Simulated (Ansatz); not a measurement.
# A thicker film of CeO2 (110) from five thinner ones

In a field along its normal an insulating film takes a dipole p. Written as a length, p/(ε₀AE), it should grow by 1 − 1/ε for each ångström added.

**Method.** Ansatz 0.2.0, plane waves with PAW datasets (its set soft_2), PBEsol; fluorite films relaxed at a bulk in-plane lattice constant near the measured one, then held in weak fields of both signs with a dipole correction (A is the cell's area, E the outer field).

```tsv
run	distance between the outer atoms (Å)	p/(ε₀AE) (Å)
4 units	5.643	6.787
5 units	7.540	8.508
6 units	9.446	10.137
7 units	11.351	11.814
9 units	15.159	15.130
12 units	20.873	?
```

**Question.** What value belongs in the row marked “?”, and how far can the other rows tell?

A least-squares line through the 5 rows shown has slope 0.8748 and intercept 1.8778; no row lies more than 0.034 Å off it. That slope means ε = 1/(1 − 0.8748) = 7.99. At 20.873 it gives 0.8748 × 20.873 + 1.8778 = 20.138 Å, beyond the rows fitted. Rounding and scatter of the rows alone allow about ±0.079 Å there.

The run itself gives 20.109 Å: a miss of −0.029 Å, or 0.1 % of the value. The length is met to within 1 %, though ε is more sensitive than the length: the two thickest films give ε = 7.77.

Caveats: This is the electronic response alone. A unit is one step of the cut along the normal (a plane, a pair of planes or a cell), and the layers relax along it, away from their bulk spacing where the functional's lattice constant differs from the one held.

[Logs are printed without paths, hosts, clocks, repeated set-up lines and the standing remarks that a program may print on its own settings, such as how far it seeks lower states.]
